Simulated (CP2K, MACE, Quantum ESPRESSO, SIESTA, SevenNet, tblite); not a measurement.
# Bulk modulus two ways: random wurtzite alloy of AlN and GaN (72 atoms), SIESTA DZP, PBE

The cell holds 72 atoms (22 Ga, 36 N and 14 Al). Recipe: wurtzite AlN, 3 x 3 x 2 conventional cells, 22 of 36 Al sites given to Ga at random (x = 0.611), lattice by Vegard's rule (a = 3.159 Å, c = 5.106 Å); not relaxed, displaced by a Gaussian of 0.02 Å. Then the atoms were relaxed with SevenNet 0 in the fixed cell.

Calculated with SIESTA 5.4.2: PBE; DZP orbitals, shift 0.01 Ry, mesh 500 Ry; k-points Γ. The cell is scaled evenly by ±3 % in volume, with fractional positions held.

```
volume (Å³/atom)  energy less the middle row's (meV/atom)  pressure (GPa)
          10.702                                   21.428          13.809
          11.033                                    0.000           7.106
          11.364                                   -8.603           1.419
```

**Question.** Find the bulk modulus at the middle volume from the pressures and from the energies, and check the printed pressure against the slope of the energy (1 meV/Å³ = 0.16022 GPa).

Worked:

The step is h = 0.3310 Å³. From pressures: B = −V dP/dV = 11.033 × (13.809 − (1.419)) / (2 × 0.3310) = 206 GPa.

From energies: B = V d²E/dV² = 11.033 × (21.428 + (-8.603)) / 0.3310² = 1292 meV/Å³ = 207 GPa.

Slope: P = −dE/dV = −(-8.603 − (21.428)) / (2 × 0.3310) = 45.4 meV/Å³ = 7.27 GPa, against 7.11 GPa printed.

The two moduli agree within 0 %.

A central difference over ±3 % overstates P by about B(1 + B′)(0.03)²/6, some 0.15 GPa for B′ = 4.

Limits: three points, a static cell at zero temperature, the cell shape held; the modulus is that at 7.1 GPa, not at zero pressure.

[Logs are printed without paths, hosts, clocks, repeated set-up lines and the standing remarks that a program may print on its own settings, such as how far it seeks lower states.]

[Hosts, paths, dates, database ids (printed as entryN), source tags and the programs' standing remarks are cut or masked in the printed files.]
